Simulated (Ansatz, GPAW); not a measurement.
# La/Ag(100): work function by functional and basis

How far do functional and basis move the work function of La/Ag(100)?

Main program and level: GPAW 26.7.0 and Ansatz 0.2.0; Ansatz plane waves; slab in vacuum with a dipole correction, relaxation; PAW set soft_1, in the first sound run; inputs show where later runs differ.

This is a report of a sequence of runs, with most program output left out.

### 1. The starting structure

The cell holds 18 atoms: 16 Ag and 2 La. Its edges and angles: a = 5.784 Å, b = 5.784 Å, c = 25.831 Å, α = 90.0°, β = 90.0°, γ = 90.0°. Vacuum lies along c.

### 2. Relaxation

The atoms are relaxed first, since the surface dipole, and with it the work function, follows the positions of the outer layers. The lowest 12 atoms are held at bulk positions and keep their forces.

Input file input.yaml:

```yaml
crystal:
  lattice:
    - [5.7841334701, 0.0, 0.0]
    - [0.0, 5.7841334701, 0.0]
    - [0.0, 0.0, 25.831]
  atoms:
    - { symbol: Ag, position: [0.25, 0.25, 0.3097053927] }
    - { symbol: Ag, position: [0.0, 0.0, 0.3888738338] }
    - { symbol: Ag, position: [0.25, 0.25, 0.4680422748] }
    - { symbol: Ag, position: [0.0, 0.0, 0.5472107158] }
    - { symbol: Ag, position: [0.25, 0.75, 0.3097053927] }
    - { symbol: Ag, position: [0.0, 0.5, 0.3888738338] }
    - { symbol: Ag, position: [0.25, 0.75, 0.4680422748] }
    - { symbol: Ag, position: [0.0, 0.5, 0.5472107158] }
    - { symbol: Ag, position: [0.75, 0.25, 0.3097053927] }
    - { symbol: Ag, position: [0.5, 0.0, 0.3888738338] }
    - { symbol: Ag, position: [0.75, 0.25, 0.4680422748] }
    - { symbol: Ag, position: [0.5, 0.0, 0.5472107158] }
    - { symbol: Ag, position: [0.75, 0.75, 0.3097053927] }
    - { symbol: Ag, position: [0.5, 0.5, 0.3888738338] }
    - { symbol: Ag, position: [0.75, 0.75, 0.4680422748] }
    - { symbol: Ag, position: [0.5, 0.5, 0.5472107158] }
    - { symbol: La, position: [0.0, 0.0, 0.6902946073] }
    - { symbol: La, position: [0.5, 0.5, 0.6902946073] }
kpoints:
  mp_grid: { grid: [6, 6, 1] }
hamiltonian:
  xc: pbe
  pseudopotentials: { kind: paw, azcp: { folder: soft_1 } }
scf:
  occupations: { method: fermi_dirac, width: 0.1 }
efield:
  axis: 3
  dipole_correction: true
  ramp_width: 0.05
relax:
  f_tol: 0.02
  max_steps: 60
  constraints: [{ sites: [0, 1, 2, 4, 5, 6, 8, 9, 10, 12, 13, 14] }]
output:
  write_potential: true
  write_density: true
  volumetric_format: npy
```

Started as:

```console
$ ansatz run input.yaml --threads 4 --pin off --max-ram 8192MiB --backend cpu --events-out ev --progress --plain --runs-dir out
```

Run time: 8.1 min. Hardware: 4 threads of Arm Neoverse V2, shared host; peak memory 3.6 GiB.

The steps of the relaxation:

```csv
step,energy less that of the first step (eV),largest force component (eV/Å)
1,0.0000,0.7749
2,-0.4787,0.8475
3,-0.8790,0.7957
4,-1.1976,0.5811
5,-1.5147,0.4391
6,-1.7349,0.2016
7,-1.7967,0.1188
8,-1.8029,0.1951
9,-1.8110,0.0310
10,-1.8113,0.0022
```

Forces are held to the 16 operations that the run works with; a distortion that breaks them can't arise in this run.

The atoms that moved most (Å):

```csv
atom,dx,dy,dz,length
La18,0.000,0.000,-0.976,0.976
La17,0.000,0.000,-0.976,0.976
Ag8,0.000,0.000,0.971,0.971
Ag12,0.000,0.000,0.971,0.971
Ag16,0.000,0.000,-0.128,0.128
Ag4,0.000,0.000,-0.128,0.128
```

Numbers from this step:

* free energy: -133946.4940 eV
* smearing term TS: 0.3610 eV
* symmetry operations: 16
* upper work function: 2.827 eV
* lower work function: 4.180 eV
* dipole along the normal: 0.2501 e·Å
* dipole field: 0.05237 V/Å
* vacuum level above: 7.235 eV
* vacuum level below: 8.588 eV

The electrostatic potential energy of an electron (with the applied field's), less the Fermi level, planar mean oscillates, so the rows of the table below give means over windows of 2.08 Å about each position, cut where the curve ends. Its maxima inside the range that stand out by 2 % of the span (Å: eV): 2.3: 4.18, 9.0: -0.997, 11.0: -0.971, 13.2: -0.625, 15.2: -3.46. Its minima: 8.0: -8.17, 10.0: -8.36, 12.2: -8.30, 14.5: -5.60, 16.9: -7.90.

Electrostatic potential energy of an electron (with the applied field's), less the Fermi level, planar mean against z; means over each step:

```csv
z (Å),"electrostatic potential energy of an electron (with the applied field's), less the Fermi level, planar mean (eV)"
1.04,4.07
3.12,4.18
5.20,4.10
7.28,-2.68
9.36,-5.67
11.44,-5.66
13.52,-3.22
15.60,-4.65
17.68,-3.50
19.76,2.52
21.84,2.82
23.92,2.83
```

The valence density, planar mean oscillates, so the rows of the table below give means over windows of 2.01 Å about each position, cut where the curve ends. Its maxima inside the range that stand out by 2 % of the span (Å: e/Å³): 8.0: 2.30, 10.0: 2.32, 12.1: 2.31, 14.1: 1.21, 15.1: 1.23, 16.8: 0.389. Its minima: 9.0: 0.264, 11.0: 0.266, 13.1: 0.242, 14.5: 0.805, 16.1: 0.270.

Table of valence density, planar mean by z; means over each step:

z (Å), valence density, planar mean (e/Å³) and a bar:
```
     3.01       0.00 
     5.02       0.00 
     7.03       0.61 #################
     9.04       1.09 ##############################
    11.05       1.09 ##############################
    13.06       0.93 #########################
    15.07       0.83 #######################
    17.08       0.28 ########
    19.09       0.01 
    21.10       0.00 
    23.11       0.00
```

The relaxation lowered the energy of the cell by 1.81 eV.

### 3. Plane waves, PBE

The work function is the vacuum plateau of the electrostatic potential less the Fermi level; a dipole layer lets the two faces have plateaus of their own.

This step: GPAW, PAW setups; slab in vacuum (GPAW 26.7.0).

Input file run.py:

```python
import json
import numpy as np
from ase import Atoms
from gpaw import GPAW, PW

slab = Atoms(
    ['Ag', 'Ag', 'Ag', 'Ag', 'Ag', 'Ag', 'Ag', 'Ag', 'Ag', 'Ag', 'Ag', 'Ag', 'Ag', 'Ag', 'Ag', 'Ag', 'La', 'La'],
    positions=[
        [1.44603, 1.44603, 8.00000],
        [0.00000, 0.00000, 10.04500],
        [1.44603, 1.44603, 12.09000],
        [-0.00000, 0.00000, 14.00671],
        [1.44603, 4.33810, 8.00000],
        [0.00000, 2.89207, 10.04500],
        [1.44603, 4.33810, 12.09000],
        [-0.00000, 2.89207, 15.10570],
        [4.33810, 1.44603, 8.00000],
        [2.89207, 0.00000, 10.04500],
        [4.33810, 1.44603, 12.09000],
        [2.89207, 0.00000, 15.10570],
        [4.33810, 4.33810, 8.00000],
        [2.89207, 2.89207, 10.04500],
        [4.33810, 4.33810, 12.09000],
        [2.89207, 2.89207, 14.00671],
        [-0.00000, 0.00000, 16.85530],
        [2.89207, 2.89207, 16.85530]],
    cell=[[5.78413, 0.0, 0.0], [0.0, 5.78413, 0.0], [0.0, 0.0, 25.831]],
    pbc=[True, True, False])

slab.calc = GPAW(mode=PW(400), xc='PBE', kpts={'size': (6, 6, 1), 'gamma': True},
                 occupations={'name': 'fermi-dirac', 'width': 0.1}, nbands='160%',
                 convergence={'density': 1e-05}, maxiter=200,
                 poissonsolver={'dipolelayer': 'xy'},
                 symmetry={'tolerance': 1e-3}, txt='slab.txt')
result = {}
energy = slab.get_potential_energy()
fermi = slab.calc.get_fermi_level()
v = slab.calc.get_electrostatic_potential().mean((0, 1)) - fermi
n = slab.calc.get_pseudo_density().mean((0, 1))
L = slab.cell[2, 2]
z = np.arange(len(v)) * L / len(v)
low, high = slab.positions[:, 2].min(), slab.positions[:, 2].max()
below, above = np.interp([low - 5.8, high + 5.8], z, v)
slopes = [np.interp(x, z, np.gradient(v, z)) for x in (low - 5.8, high + 5.8)]
eps = np.array([[slab.calc.get_eigenvalues(k, s) for k in range(len(slab.calc.get_ibz_k_points()))]
                for s in range(slab.calc.get_number_of_spins())]) - fermi
top, bottom = eps[eps < 0].max(), eps[eps > 0].min()
dipole = slab.get_dipole_moment()[2]
print(f'energy {energy:.4f} eV, Fermi level {fermi:.4f} eV, dipole {dipole:.5f} e A')
print(f'potential 5.8 A off the faces, from the Fermi level: lower {below:.4f} eV, upper {above:.4f} eV')
print(f'slope of the potential there: lower {slopes[0]:.5f}, upper {slopes[1]:.5f} eV/A')
print(f'nearest levels on the mesh: {top:.4f} and {bottom:.4f} eV')
print('magnetic moment', round(slab.get_magnetic_moment(), 3))
result.update(energy=energy, fermi=fermi, dipole=dipole, below=below, above=above, slopes=slopes, edges=[top, bottom],
              z=z.tolist(), v=v.tolist(), n=n.tolist(), positions=slab.positions.tolist(),
              forces=slab.get_forces(apply_constraint=False).tolist(), moments=slab.get_magnetic_moments().tolist())
json.dump(result, open('result.json', 'w'))
```

Started as:

```console
$ OMP_NUM_THREADS=1 OPENBLAS_NUM_THREADS=1 python run.py
```

Elapsed: 47 min, on 1 thread; peak memory 1.2 GiB.

This step gave:

| Item | Value |
| --- | --- |
| dipole along the normal | 0.2518 e·Å |
| levels nearest the Fermi level on the mesh | -0.02377, 0.007430 eV from the Fermi level |
| upper work function | 2.829 eV |
| lower work function | 4.191 eV |

Table of electrostatic potential energy of an electron (without an applied field's), less the Fermi level, planar mean by z:

z (Å), electrostatic potential energy of an electron (without an applied field's), less the Fermi level, planar mean (eV) and a bar from the least value:
```
      0.0        3.5 #############################
      0.5        4.2 ##############################
      1.0        4.2 ##############################
      1.5        4.2 ##############################
      2.0        4.2 ##############################
      2.5        4.2 ##############################
      3.0        4.2 ##############################
      3.5        4.2 ##############################
      4.0        4.2 ##############################
      4.5        4.2 ##############################
      5.0        4.2 ##############################
      5.5        4.1 ##############################
      6.0        4.0 ##############################
      6.5        3.4 #############################
      7.0        1.2 ##########################
      7.5       -7.3 ###############
      8.0      -17.2 ##
      8.5       -7.4 ###############
      9.0       -0.9 ########################
      9.5       -6.6 ################
     10.0      -17.4 ##
     10.5       -8.8 #############
     11.0       -0.9 #######################
     11.5       -5.4 ##################
     12.0      -16.9 ###
     12.5      -10.0 ############
     13.0       -0.8 ########################
     13.5       -2.3 ######################
     14.0       -7.6 ###############
     14.5       -6.0 #################
     15.0       -8.0 ##############
     15.5       -5.0 ##################
     16.0       -3.8 ####################
     16.5      -13.7 #######
     17.0      -19.1 
     17.5       -6.6 ################
     18.0       -0.7 ########################
     18.5        1.3 ##########################
     19.0        2.1 ###########################
     19.5        2.5 ############################
     20.0        2.7 ############################
     20.5        2.8 ############################
     21.0        2.8 ############################
     21.5        2.8 ############################
     22.0        2.8 ############################
     22.5        2.8 ############################
     23.0        2.8 ############################
     23.5        2.8 ############################
     24.0        2.8 ############################
     24.5        2.8 ############################
     25.0        2.8 ############################
     25.5        2.9 ############################
```

Table of pseudo valence density, planar mean by z:

z (Å), pseudo valence density, planar mean (e/Å³) and a bar:
```
      4.5       0.00 
      5.0       0.00 
      5.5       0.00 
      6.0       0.01 
      6.5       0.03 
      7.0       0.15 ##
      7.5       0.77 ###########
      8.0       2.17 ##############################
      8.5       0.82 ###########
      9.0       0.28 ####
      9.5       0.69 #########
     10.0       2.09 #############################
     10.5       0.92 #############
     11.0       0.28 ####
     11.5       0.62 #########
     12.0       2.08 #############################
     12.5       1.04 ##############
     13.0       0.27 ####
     13.5       0.44 ######
     14.0       1.17 ################
     14.5       0.68 #########
     15.0       1.11 ###############
     15.5       0.61 ########
     16.0       0.28 ####
     16.5       0.37 #####
     17.0       0.33 #####
     17.5       0.27 ####
     18.0       0.08 #
     18.5       0.02 
     19.0       0.01 
     19.5       0.00 
     20.0       0.00 
     20.5       0.00 
     21.0       0.00 
     21.5       0.00
```

Force by atom:

```csv
atom,x (eV/Å),y (eV/Å),z (eV/Å),size
Ag1,-0.001,-0.001,-0.096,0.096
Ag2,0.000,0.000,-0.035,0.035
Ag3,-0.001,-0.001,0.177,0.177
Ag4,0.000,0.000,-0.032,0.032
Ag5,-0.001,0.001,-0.096,0.096
Ag6,0.000,0.000,-0.116,0.116
Ag7,-0.001,0.001,0.177,0.177
Ag8,0.000,0.000,0.002,0.002
Ag9,0.001,-0.001,-0.096,0.096
Ag10,0.000,0.000,-0.116,0.116
Ag11,0.001,-0.001,0.177,0.177
Ag12,0.000,0.000,0.002,0.002
Ag13,0.001,0.001,-0.096,0.096
Ag14,0.000,0.000,-0.035,0.035
Ag15,0.001,0.001,0.177,0.177
Ag16,0.000,0.000,-0.032,0.032
La17,0.000,0.000,0.018,0.018
La18,0.000,0.000,0.019,0.019
```

The potential is flat to 0.002 eV/Å where it is read, so the vacuum is wide enough. The geometry is the other program's minimum; here the largest force on a free atom is 0.032 eV/Å.

### 4. Self-consistent run

The same geometry under RPBE, to see how far the functional moves the levels against the vacuum.

run.py, as its differences from that of step 3:

```diff
@@ -29,3 +29,3 @@
 
-slab.calc = GPAW(mode=PW(400), xc='PBE', kpts={'size': (6, 6, 1), 'gamma': True},
+slab.calc = GPAW(mode=PW(400), xc='RPBE', kpts={'size': (6, 6, 1), 'gamma': True},
                  occupations={'name': 'fermi-dirac', 'width': 0.1}, nbands='160%',
```

It took 0.69 s on 1 thread; peak memory 0.1 GiB.

The input was rejected at the start.

The program's message: “FileNotFoundError: Could not find required PAW dataset file "La.RPBE".”

### 5. Self-consistent run: xc = "LDA"

The same geometry under LDA, to see how far the functional moves the levels against the vacuum.

run.py, as its differences from that of step 4:

```diff
@@ -29,3 +29,3 @@
 
-slab.calc = GPAW(mode=PW(400), xc='RPBE', kpts={'size': (6, 6, 1), 'gamma': True},
+slab.calc = GPAW(mode=PW(400), xc='LDA', kpts={'size': (6, 6, 1), 'gamma': True},
                  occupations={'name': 'fermi-dirac', 'width': 0.1}, nbands='160%',
```

Elapsed: 46 min, on 1 thread; peak memory 1.2 GiB.

This step gave:

```
dipole along the normal                    : 0.2970 e·Å
levels nearest the Fermi level on the mesh : -0.02066, 0.01213 eV from the Fermi level
upper work function                        : 3.010 eV
lower work function                        : 4.615 eV
```

The electrostatic potential energy of an electron (without an applied field's), less the Fermi level, planar mean oscillates, so the rows of the table below give means over windows of 1 Å about each position, cut where the curve ends. Its maxima inside the range that stand out by 2 % of the span (Å: eV): 2.0: 4.62, 9.0: -0.294, 11.1: -0.276, 13.1: 0.246, 14.5: -5.54, 15.8: -2.73. Its minima: 8.0: -16.9, 10.0: -17.2, 12.1: -17.1, 14.1: -7.35, 15.1: -7.79, 16.9: -20.0.

Table of electrostatic potential energy of an electron (without an applied field's), less the Fermi level, planar mean by z; means over each step:

z (Å), electrostatic potential energy of an electron (without an applied field's), less the Fermi level, planar mean (eV) and a bar from the least value:
```
        0        4.3 ##############################
        1        4.6 ##############################
        2        4.6 ##############################
        3        4.6 ##############################
        4        4.6 ##############################
        5        4.6 ##############################
        6        4.3 ##############################
        7        0.5 ########################
        8      -13.0 ###
        9       -2.4 ###################
       10      -13.1 ###
       11       -2.6 ###################
       12      -12.9 ####
       13       -2.2 ####################
       14       -5.7 ##############
       15       -6.6 #############
       16       -5.4 ###############
       17      -15.3 
       18       -1.1 #####################
       19        2.3 ##########################
       20        2.9 ###########################
       21        3.0 ############################
       22        3.0 ############################
       23        3.0 ############################
       24        3.0 ############################
       25        3.0 ############################
```

Pseudo valence density, planar mean against z:

z (Å), pseudo valence density, planar mean (e/Å³) and a bar:
```
      4.5       0.00 
      5.0       0.00 
      5.5       0.00 
      6.0       0.01 
      6.5       0.03 
      7.0       0.15 ##
      7.5       0.77 ###########
      8.0       2.16 ##############################
      8.5       0.83 ###########
      9.0       0.28 ####
      9.5       0.69 ##########
     10.0       2.09 #############################
     10.5       0.93 #############
     11.0       0.28 ####
     11.5       0.62 #########
     12.0       2.07 #############################
     12.5       1.04 ##############
     13.0       0.28 ####
     13.5       0.44 ######
     14.0       1.17 ################
     14.5       0.68 #########
     15.0       1.11 ###############
     15.5       0.61 ########
     16.0       0.28 ####
     16.5       0.37 #####
     17.0       0.33 #####
     17.5       0.27 ####
     18.0       0.08 #
     18.5       0.02 
     19.0       0.01 
     19.5       0.00 
     20.0       0.00 
     20.5       0.00 
     21.0       0.00 
     21.5       0.00
```

Force by atom:

```csv
atom,x (eV/Å),y (eV/Å),z (eV/Å),size
Ag1,0.000,0.000,0.524,0.524
Ag2,0.000,0.000,-0.036,0.036
Ag3,0.000,0.000,0.027,0.027
Ag4,0.000,0.000,-0.226,0.226
Ag5,0.000,0.000,0.524,0.524
Ag6,0.000,0.000,-0.113,0.113
Ag7,0.000,0.000,0.027,0.027
Ag8,0.000,0.000,-0.034,0.034
Ag9,0.000,0.000,0.524,0.524
Ag10,0.000,0.000,-0.113,0.113
Ag11,0.000,0.000,0.027,0.027
Ag12,0.000,0.000,-0.034,0.034
Ag13,0.000,0.000,0.524,0.524
Ag14,0.000,0.000,-0.036,0.036
Ag15,0.000,0.000,0.027,0.027
Ag16,0.000,0.000,-0.227,0.227
La17,0.000,0.000,-0.696,0.696
La18,0.000,0.000,-0.696,0.696
```

The upper face's work function is 3.010 eV, against 2.829 eV in the first plane-wave PBE run at this geometry.

### 6. OptPBE vdW

The same geometry under optPBE-vdW, to see how far the functional moves the levels against the vacuum (the van der Waals functionals take revPBE setups).

run.py, as its differences from that of step 5:

```diff
@@ -29,3 +29,3 @@
 
-slab.calc = GPAW(mode=PW(400), xc='LDA', kpts={'size': (6, 6, 1), 'gamma': True},
+slab.calc = GPAW(mode=PW(400), xc='optPBE-vdW', kpts={'size': (6, 6, 1), 'gamma': True},
                  occupations={'name': 'fermi-dirac', 'width': 0.1}, nbands='160%',
```

It took 0.69 s on 1 thread; peak memory 0.1 GiB.

The program refused the input before any cycle.

The program's message: “FileNotFoundError: Could not find required PAW dataset file "La.revPBE".”

### 7. Real-space grid: mode = "fd"

A real-space grid is a second complete basis, so it checks the plane-wave result.

run.py, as its differences from that of step 6:

```diff
@@ -3,3 +3,3 @@
 from ase import Atoms
-from gpaw import GPAW, PW
+from gpaw import GPAW
 
@@ -29,3 +29,3 @@
 
-slab.calc = GPAW(mode=PW(400), xc='optPBE-vdW', kpts={'size': (6, 6, 1), 'gamma': True},
+slab.calc = GPAW(mode='fd', h=0.18, xc='PBE', kpts={'size': (6, 6, 1), 'gamma': True},
                  occupations={'name': 'fermi-dirac', 'width': 0.1}, nbands='160%',
```

The job ended after 4.5 h (1 thread; peak memory 7.5 GiB).

Numbers from this step:

```
dipole along the normal                    : 0.2514 e·Å
levels nearest the Fermi level on the mesh : -0.02372, 0.008035 eV from the Fermi level
upper work function                        : 2.828 eV
lower work function                        : 4.189 eV
```

The upper face's work function is 2.828 eV, against 2.829 eV in the first plane-wave PBE run at this geometry.

### 8. Cost and result by level

Times are for 1 thread of Arm Neoverse V2, shared host. The runs compared:

```csv
no.,run,upper work function (eV),lower work function (eV),time,memory (GiB)
1,pw,2.829,4.191,47 min,1.2
2,LDA,3.010,4.615,46 min,1.2
3,fd,2.828,4.189,4.5 h,7.5
```

(Continued in part 2 of 2.)

[Logs are printed without paths, hosts, clocks, repeated set-up lines and the standing remarks that a program may print on its own settings, such as how far it seeks lower states.]

[Hosts, paths, dates, database ids (printed as entryN), source tags and the programs' standing remarks are cut or masked in the printed files.]
